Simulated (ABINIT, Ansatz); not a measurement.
# KHF2 (I4/mcm): G0W0 with ABINIT, start to end, part 2 of 3

Wanted: ground state, empty states, screening and self-energy for KHF2 (I4/mcm).

ABINIT 10.8.3; PBEsol and many-body steps on it, plane waves. Known limits of the many-body steps: not at the basis limit; coarse k mesh.

So far. Step 2 (Ground state): The gap is indirect, with the least direct gap 0.05 eV higher.

## 3. Bands along the symmetry lines

Level of this step: DFT, PBEsol, plane waves, norm-conserving pseudopotentials (ABINIT).

The cheap functional maps the bands first; the places of the edges decide which points the dearer methods must see.

Contents of run.abi:

```
acell 3*1.0 Angstrom
rprim 
  -2.835000000000 2.835000000000 3.405000000000
  2.835000000000 -2.835000000000 3.405000000000
  2.835000000000 2.835000000000 -3.405000000000
ntypat 3
znucl 19 1 9
natom 8
typat 1 1 2 2 3 3 3 3
xred 
  0.250000000000 0.250000000000 -0.000000000000
  0.750000000000 0.750000000000 -0.000000000000
  0.500000000000 -0.000000000000 0.500000000000
  0.000000000000 0.500000000000 0.500000000000
  0.640800000000 0.140800000000 0.781600000000
  0.140800000000 0.359200000000 0.500000000000
  0.359200000000 0.859200000000 0.218400000000
  0.859200000000 0.640800000000 0.500000000000
pp_dirpath "pseudos"
pseudos "K.upf, H.upf, F.upf"
ecut 36
iscf -2
irdden 1
kptopt 0
nkpt 40
kpt 
  0.00000000 0.00000000 0.00000000
  0.00000000 0.00000000 0.12500000
  0.00000000 0.00000000 0.25000000
  0.00000000 0.00000000 0.37500000
  0.00000000 0.00000000 0.50000000
  0.06250000 0.06250000 0.43750000
  0.12500000 0.12500000 0.37500000
  0.18750000 0.18750000 0.31250000
  0.25000000 0.25000000 0.25000000
  0.18750000 0.31250000 0.18750000
  0.12500000 0.37500000 0.12500000
  0.06250000 0.43750000 0.06250000
  0.00000000 0.50000000 0.00000000
  0.00000000 0.37500000 0.00000000
  0.00000000 0.25000000 0.00000000
  0.00000000 0.12500000 0.00000000
  0.00000000 0.00000000 0.00000000
  0.12500000 0.12500000 -0.12500000
  0.25000000 0.25000000 -0.25000000
  0.37500000 0.37500000 -0.37500000
  0.50000000 0.50000000 -0.50000000
  0.48082633 0.51917367 -0.48082633
  0.46165266 0.53834734 -0.46165266
  0.44247899 0.55752101 -0.44247899
  0.42330532 0.57669468 -0.42330532
  -0.42330532 0.42330532 0.42330532
  -0.31747899 0.31747899 0.31747899
  -0.21165266 0.21165266 0.21165266
  -0.10582633 0.10582633 0.10582633
  0.00000000 0.00000000 0.00000000
  0.00000000 0.00000000 0.50000000
  -0.08665266 0.08665266 0.50000000
  -0.17330533 0.17330533 0.50000000
  -0.25995799 0.25995799 0.50000000
  -0.34661065 0.34661065 0.50000000
  0.50000000 0.50000000 -0.34661065
  0.50000000 0.50000000 -0.38495799
  0.50000000 0.50000000 -0.42330533
  0.50000000 0.50000000 -0.46165266
  0.50000000 0.50000000 -0.50000000
istwfk *1
nband 31
nbdbuf 2
tolwfr 1e-08
nstep 40
prtwf 0
prtvol 0
indata_prefix "in"
outdata_prefix "out"
tmpdata_prefix "tmp"
```

Started as:

```sh
> OMP_NUM_THREADS=1 mpirun -n 4 abinit run.abi > log
```

Numbers of over 12 decimals in the logs are rounded to 6 here.

Output:

```text
.Version 10.8.3 of ABINIT. v10.8.2 released Aug 2026.

 Symmetries : space group I4/m c m (#140); Bravais tI (body-center tetrag.)
[... echo of the input left out ...]
== DATASET  1 ==================================================================
-   mpi_nproc: 4, omp_nthreads: 1 (-1 if OMP is not activated)

--- !DatasetInfo
iteration_state: {dtset: 1, }
dimensions: {natom: 8, nkpt: 40, mband: 31, nsppol: 1, nspinor: 1, nspden: 1, mpw: 7677, }
cutoff_energies: {ecut:  36.0, pawecutdg:  -1.0, }
electrons: {nelect:   4.80000000E+01, charge:   0.00000000E+00, occopt:   1.00000000E+00, tsmear:   1.00000000E-02, }

 Real(R)+Recip(G) space primitive vectors, cartesian coordinates (Bohr,Bohr^-1):
 R(1)= -5.3573736  5.3573736  6.4345175  G(1)=  0.0000000  0.0933293  0.0777059
 R(2)=  5.3573736 -5.3573736  6.4345175  G(2)=  0.0933293  0.0000000  0.0777059
 R(3)=  5.3573736  5.3573736 -6.4345175  G(3)=  0.0933293  0.0933293  0.0000000
 Unit cell volume ucvol=  7.3871996E+02 bohr^3
 Angles (23,13,12)=  1.14773599E+02  1.14773599E+02  9.93190826E+01 degrees

 getcut: wavevector=  0.0000  0.0000  0.0000  ngfft=  54  54  54
         ecut(hartree)=     36.000   => boxcut(ratio)=   2.01190

--- Pseudopotential description ------------------------------------------------
- K Generated using ONCVPSP code by D. R. Hamann
- 19.00000   9.00000  180301                  znucl, zion, pspdat
12 -116133 2 -1 2250                          pspcod,pspxc,lmax,lloc,mmax
     nproj     2     2     2
  pspatm : epsatm=    8.32504554
         --- l  ekb(1:nproj) -->
             0   10.921326    0.816676
             1    4.431000    0.560368
             2   -3.384038   -1.043186
 pspatm: atomic psp has been read  and splines computed

- H Generated using ONCVPSP code by D. R. Hamann
-  1.00000   1.00000  180301                  znucl, zion, pspdat
12 -116133 1 -1 1180                          pspcod,pspxc,lmax,lloc,mmax
     nproj     2     1     0
  pspatm : epsatm=    0.35585368
         --- l  ekb(1:nproj) -->
[...]
1   -0.494138
 pspatm: atomic psp has been read  and splines computed

- F Generated using ONCVPSP code by D. R. Hamann
-  9.00000   7.00000  180301                  znucl, zion, pspdat
12 -116133 2 -1 832                           pspcod,pspxc,lmax,lloc,mmax
     nproj     2     2     1
  pspatm : epsatm=    4.89824381
         --- l  ekb(1:nproj) -->
[...]
2   -2.394754
 pspatm: atomic psp has been read  and splines computed

--------------------------------------------------------------------------------

================================================================================
 prteigrs : about to open file out_EIG
 Non-SCF case, kpt    1 (  0.00000  0.00000  0.00000), residuals and eigenvalues=
  7.78E-09  5.68E-09  8.03E-09  8.41E-09  4.53E-09  9.42E-09  8.87E-09  2.72E-09
[...]
2.9731E-01  3.1936E-01  3.3602E-01  3.5101E-01  3.5896E-01  3.9693E-01
  3.9749E-01

--- !ResultsGS
iteration_state: {dtset: 1, }
comment   : Summary of ground state results
lattice_vectors:
- [ -5.3573736,   5.3573736,   6.4345175, ]
- [  5.3573736,  -5.3573736,   6.4345175, ]
- [  5.3573736,   5.3573736,  -6.4345175, ]
lattice_lengths: [   9.94012,    9.94012,    9.94012, ]
lattice_angles: [114.774, 114.774,  99.319, ] # degrees, (23, 13, 12)
lattice_volume:   7.3871996E+02
convergence: {deltae:  0.000E+00, res2:  0.000E+00, residm:  9.967E-09, diffor:  0.000E+00, }
etotal    :  -1.59717337E+02
entropy   :   0.00000000E+00
fermie    :  -5.30319518E-02
cartesian_stress_tensor: null
pressure_GPa: null
xred      :
- [  2.5000E-01,   2.5000E-01,   1.4885E-18,  K]
- [  7.5000E-01,   7.5000E-01,   4.4655E-18,  K]
- [  5.0000E-01,   1.6299E-17,   5.0000E-01,  H]
- [  1.6299E-17,   5.0000E-01,   5.0000E-01,  H]
- [  6.4080E-01,   1.4080E-01,   7.8160E-01,  F]
- [  1.4080E-01,   3.5920E-01,   5.0000E-01,  F]
- [  3.5920E-01,   8.5920E-01,   2.1840E-01,  F]
- [  8.5920E-01,   6.4080E-01,   5.0000E-01,  F]
cartesian_forces: null
force_length_stats: {min: null, max: null, mean: null, }

 Integrated electronic density in atomic spheres:
 ------------------------------------------------
 Atom  Sphere_radius  Integrated_density
[...]
================================================================================

 ----iterations are completed or convergence reached----

 Mean square residual over all n,k,spin=   60.700E-10; max=  99.668E-10
 reduced coordinates (array xred) for    8 atoms
[...]
0.359200000000      0.859200000000      0.218400000000
       0.859200000000      0.640800000000      0.500000000000

 cartesian coordinates (angstrom) at end:
    1     -0.000000     0.000000     1.702500
    2      0.000000    -0.000000     5.107500
    3      0.000000     2.835000     0.000000
[...]
7      2.036664    -0.798336     3.405000
    8      0.798336     2.036664     3.405000
 length scales=  1.889726125908  1.889726125908  1.889726125908 bohr
              =  1.000000000000  1.000000000000  1.000000000000 angstroms
 prteigrs : about to open file out_EIG
 Eigenvalues (hartree) for nkpt=  40  k points:
 kpt#   1, nband= 31, wtk=  1.00000, kpt=  0.0000  0.0000  0.0000 (reduced coord)
[...]
kpt#   2, nband= 31, wtk=  1.00000, kpt=  0.0000  0.0000  0.1250 (reduced coord)
[...]
kpt#   3, nband= 31, wtk=  1.00000, kpt=  0.0000  0.0000  0.2500 (reduced coord)
[...]
kpt#  39, nband= 31, wtk=  1.00000, kpt=  0.5000  0.5000 -0.4617 (reduced coord)
[...]
0.29755    0.31976    0.33574    0.35146    0.35828    0.39533    0.39779
 kpt#  40, nband= 31, wtk=  1.00000, kpt=  0.5000  0.5000 -0.5000 (reduced coord)
[...]
-0.38449   -0.37822   -0.37822   -0.37155   -0.22715   -0.20716   -0.10920   -0.09619
  -0.09619   -0.08402   -0.07987   -0.06245   -0.06245   -0.06109   -0.06109   -0.05303
   0.29731    0.31936    0.33602    0.35101    0.35896    0.39693    0.39749

== END DATASET(S) ==============================================================
================================================================================

 -outvars: echo values of variables after computation  --------
            nband          31
             nkpt          40
          spgroup         140
 [... the other variables as echoed above ...]

 Calculation completed.
```

It took 63 s on 4 MPI ranks of Intel Xeon 6975P-C (Granite Rapids), shared host; peak memory 0.5 GiB; 4.2 min of CPU time.

This step gave:

| Item | Value |
| --- | --- |
| gap | 7.017 eV |
| k of the valence top | 0.5, 0.5, -0.5 |
| k of the conduction bottom | 0, 0, 0 |
| least direct gap | 7.072 eV |

The gap is 7.017 eV, as in the run before at this level.

Electronic bands along the path, in eV, zero at the top of the highest filled band:

```
     point  band 21  band 22  band 23  band 24  band 25  band 26  band 27  band 28
         Γ    -0.26    -0.17    -0.17    -0.05     7.02     9.82    10.69    10.82
   halfway    -0.37    -0.24    -0.17    -0.13     7.93     9.99    10.78    11.04
         X    -0.25    -0.22    -0.20    -0.20     9.73     9.88    10.19    10.50
   halfway    -0.26    -0.23    -0.23    -0.21     9.87    10.01    10.43    10.57
         P    -0.32    -0.32    -0.22    -0.22    10.18    10.18    10.34    10.34
   halfway    -0.32    -0.32    -0.24    -0.24     9.69     9.69    10.95    10.95
         N    -0.33    -0.33    -0.25    -0.25     9.48     9.48    11.36    11.36
   halfway    -0.29    -0.26    -0.24    -0.10     7.80    10.27    10.53    10.98
         Γ    -0.26    -0.17    -0.17    -0.05     7.02     9.82    10.69    10.82
   halfway    -0.26    -0.20    -0.20    -0.03     8.25     9.98    10.92    10.95
         M    -0.26    -0.22    -0.22     0.00     9.53    10.13    10.59    10.99
   halfway    -0.26    -0.23    -0.23    -0.01     9.55    10.16    10.57    11.02
         S    -0.25    -0.25    -0.25    -0.03     9.57    10.22    10.53    11.09
jump to S0    -0.25    -0.25    -0.25    -0.03     9.57    10.22    10.53    11.09
   halfway    -0.35    -0.26    -0.25    -0.22     8.28    10.12    11.00    11.12
         Γ    -0.26    -0.17    -0.17    -0.05     7.02     9.82    10.69    10.82
 jump to X    -0.25    -0.22    -0.20    -0.20     9.73     9.88    10.19    10.50
   halfway    -0.35    -0.30    -0.23    -0.18     9.75    10.19    10.41    10.65
         R    -0.29    -0.25    -0.24    -0.06     9.62    10.30    10.48    11.00
 jump to G    -0.29    -0.25    -0.24    -0.06     9.62    10.30    10.48    11.00
   halfway    -0.25    -0.25    -0.22    -0.02     9.56    10.18    10.56    11.04
         M    -0.26    -0.22    -0.22     0.00     9.53    10.13    10.59    10.99
```

## 4. Empty states on the mesh, 2×2×2 mesh, 83 bands

The sums over transitions need many empty states on a uniform mesh; this step solves for them.

Contents of run.abi:

```
acell 3*1.0 Angstrom
rprim 
  -2.835000000000 2.835000000000 3.405000000000
  2.835000000000 -2.835000000000 3.405000000000
  2.835000000000 2.835000000000 -3.405000000000
ntypat 3
znucl 19 1 9
natom 8
typat 1 1 2 2 3 3 3 3
xred 
  0.250000000000 0.250000000000 -0.000000000000
  0.750000000000 0.750000000000 -0.000000000000
  0.500000000000 -0.000000000000 0.500000000000
  0.000000000000 0.500000000000 0.500000000000
  0.640800000000 0.140800000000 0.781600000000
  0.140800000000 0.359200000000 0.500000000000
  0.359200000000 0.859200000000 0.218400000000
  0.859200000000 0.640800000000 0.500000000000
pp_dirpath "pseudos"
pseudos "K.upf, H.upf, F.upf"
ecut 36
ngkpt 2 2 2
nshiftk 1
shiftk 0 0 0
kptopt 1
chksymbreak 0
iscf -2
irdden 1
istwfk *1
nband 83
nbdbuf 6
tolwfr 1e-09
nstep 60
prtvol 0
indata_prefix "in"
outdata_prefix "out"
tmpdata_prefix "tmp"
```

Output:

```text
.Version 10.8.3 of ABINIT. v10.8.2 released Aug 2026.

 Symmetries : space group I4/m c m (#140); Bravais tI (body-center tetrag.)
[... echo of the input left out ...]
== DATASET  1 ==================================================================
-   mpi_nproc: 4, omp_nthreads: 1 (-1 if OMP is not activated)

--- !DatasetInfo
iteration_state: {dtset: 1, }
dimensions: {natom: 8, nkpt: 4, mband: 83, nsppol: 1, nspinor: 1, nspden: 1, mpw: 7677, }
cutoff_energies: {ecut:  36.0, pawecutdg:  -1.0, }
electrons: {nelect:   4.80000000E+01, charge:   0.00000000E+00, occopt:   1.00000000E+00, tsmear:   1.00000000E-02, }

 Real(R)+Recip(G) space primitive vectors, cartesian coordinates (Bohr,Bohr^-1):
 R(1)= -5.3573736  5.3573736  6.4345175  G(1)=  0.0000000  0.0933293  0.0777059
 R(2)=  5.3573736 -5.3573736  6.4345175  G(2)=  0.0933293  0.0000000  0.0777059
 R(3)=  5.3573736  5.3573736 -6.4345175  G(3)=  0.0933293  0.0933293  0.0000000
 Unit cell volume ucvol=  7.3871996E+02 bohr^3
 Angles (23,13,12)=  1.14773599E+02  1.14773599E+02  9.93190826E+01 degrees

 getcut: wavevector=  0.0000  0.0000  0.0000  ngfft=  54  54  54
         ecut(hartree)=     36.000   => boxcut(ratio)=   2.01190

--- Pseudopotential description ------------------------------------------------
- K Generated using ONCVPSP code by D. R. Hamann
- 19.00000   9.00000  180301                  znucl, zion, pspdat
12 -116133 2 -1 2250                          pspcod,pspxc,lmax,lloc,mmax
     nproj     2     2     2
  pspatm : epsatm=    8.32504554
         --- l  ekb(1:nproj) -->
             0   10.921326    0.816676
             1    4.431000    0.560368
             2   -3.384038   -1.043186
 pspatm: atomic psp has been read  and splines computed

- H Generated using ONCVPSP code by D. R. Hamann
-  1.00000   1.00000  180301                  znucl, zion, pspdat
12 -116133 1 -1 1180                          pspcod,pspxc,lmax,lloc,mmax
     nproj     2     1     0
  pspatm : epsatm=    0.35585368
         --- l  ekb(1:nproj) -->
[...]
1   -0.494138
 pspatm: atomic psp has been read  and splines computed

- F Generated using ONCVPSP code by D. R. Hamann
-  9.00000   7.00000  180301                  znucl, zion, pspdat
12 -116133 2 -1 832                           pspcod,pspxc,lmax,lloc,mmax
     nproj     2     2     1
  pspatm : epsatm=    4.89824381
         --- l  ekb(1:nproj) -->
[...]
2   -2.394754
 pspatm: atomic psp has been read  and splines computed

--------------------------------------------------------------------------------

================================================================================
 prteigrs : about to open file out_EIG
 Non-SCF case, kpt    1 (  0.00000  0.00000  0.00000), residuals and eigenvalues=
  1.41E-10  1.07E-10  8.97E-10  7.91E-10  5.22E-10  7.67E-10  1.71E-10  4.93E-10
[...]
2.54E-10  7.14E-10  1.97E-10  1.23E-10  2.39E-10  5.01E-10  2.64E-10  4.69E-10
[...]
-9.8835E-01 -9.8422E-01 -8.0037E-01 -7.9447E-01 -7.5145E-01 -7.5145E-01
 -3.9704E-01 -3.8457E-01 -3.8457E-01 -3.8165E-01 -3.8165E-01 -3.7355E-01
 -2.2801E-01 -2.1272E-01 -9.5995E-02 -9.5995E-02 -9.2491E-02 -7.8828E-02
[...]
1.0798E+00  1.0827E+00  1.0873E+00  1.0873E+00  1.1186E+00  1.1439E+00
  1.1439E+00  1.1501E+00  1.1513E+00  1.1513E+00  1.2321E+00  1.2321E+00
  1.2800E+00  1.3057E+00  1.3096E+00  1.3195E+00  1.3229E+00
 prteigrs : prtvol=0 or 1, do not print more k-points.

--- !ResultsGS
iteration_state: {dtset: 1, }
comment   : Summary of ground state results
lattice_vectors:
- [ -5.3573736,   5.3573736,   6.4345175, ]
- [  5.3573736,  -5.3573736,   6.4345175, ]
- [  5.3573736,   5.3573736,  -6.4345175, ]
lattice_lengths: [   9.94012,    9.94012,    9.94012, ]
lattice_angles: [114.774, 114.774,  99.319, ] # degrees, (23, 13, 12)
lattice_volume:   7.3871996E+02
convergence: {deltae:  0.000E+00, res2:  0.000E+00, residm:  9.986E-10, diffor:  0.000E+00, }
etotal    :  -1.59717337E+02
entropy   :   0.00000000E+00
fermie    :  -5.30319518E-02
cartesian_stress_tensor: null
pressure_GPa: null
xred      :
- [  2.5000E-01,   2.5000E-01,   1.4885E-18,  K]
- [  7.5000E-01,   7.5000E-01,   4.4655E-18,  K]
- [  5.0000E-01,   1.6299E-17,   5.0000E-01,  H]
- [  1.6299E-17,   5.0000E-01,   5.0000E-01,  H]
- [  6.4080E-01,   1.4080E-01,   7.8160E-01,  F]
- [  1.4080E-01,   3.5920E-01,   5.0000E-01,  F]
- [  3.5920E-01,   8.5920E-01,   2.1840E-01,  F]
- [  8.5920E-01,   6.4080E-01,   5.0000E-01,  F]
cartesian_forces: null
force_length_stats: {min: null, max: null, mean: null, }

 Integrated electronic density in atomic spheres:
 ------------------------------------------------
 Atom  Sphere_radius  Integrated_density
[...]
================================================================================

 ----iterations are completed or convergence reached----

 Mean square residual over all n,k,spin=   43.356E-11; max=  99.859E-11
 reduced coordinates (array xred) for    8 atoms
[...]
0.859200000000      0.640800000000      0.500000000000

 cartesian coordinates (angstrom) at end:
    1     -0.000000     0.000000     1.702500
    2      0.000000    -0.000000     5.107500
    3      0.000000     2.835000     0.000000
[...]
7      2.036664    -0.798336     3.405000
    8      0.798336     2.036664     3.405000
 length scales=  1.889726125908  1.889726125908  1.889726125908 bohr
              =  1.000000000000  1.000000000000  1.000000000000 angstroms
 prteigrs : about to open file out_EIG
 Eigenvalues (hartree) for nkpt=   4  k points:
 kpt#   1, nband= 83, wtk=  0.12500, kpt=  0.0000  0.0000  0.0000 (reduced coord)
[...]
1.03095    1.07484    1.07980    1.08266    1.08731    1.08731    1.11858    1.14392
   1.14392    1.15010    1.15129    1.15129    1.23213    1.23213    1.28001    1.30568
   1.30956    1.31948    1.32289
 prteigrs : prtvol=0 or 1, do not print more k-points.

== END DATASET(S) ==============================================================
================================================================================

 -outvars: echo values of variables after computation  --------
            nband          83
             nkpt           4
          spgroup         140
 [... the other variables as echoed above ...]

 Calculation completed.
```

Elapsed: 21 s, on 4 MPI ranks; peak memory 0.42 GiB; 84 s of CPU time.

Numbers from this step:

```yaml
gap: 7.017 eV
k_of_the_valence_top: 0.5, 0.5, 0.5
k_of_the_conduction_bottom: 0, 0, 0
least_direct_gap: 7.072 eV
k_points_computed: 4
lowest_point_of_the_top_converged_band_above_the_valence_top: 34.97 eV
```

On this mesh the gap is 7.017 eV.

[end of part 2 of 3]

[Paths, hosts, dates, memory and timing lines, banners, echoed tables and standing remarks are left out of the program output.]

[Logs are printed without paths, hosts, clocks, repeated set-up lines and the standing remarks that a program may print on its own settings, such as how far it seeks lower states.]

[Runs of the session that timed out or met a known fault of the program may be left out.]

[Hosts, paths, dates, database ids (printed as entryN), source tags and the programs' standing remarks are cut or masked in the printed files.]

[G0W0 gaps are taken among the corrected bands and points alone; a level outside them can change the order at an edge.]

[Where Ansatz stands beside ABINIT at settings called matched, ABINIT's density can come from a denser mesh and the files from another edition; pairs whose starting gaps differed by over 0.03 eV were left out, so agreement reads better than it is.]
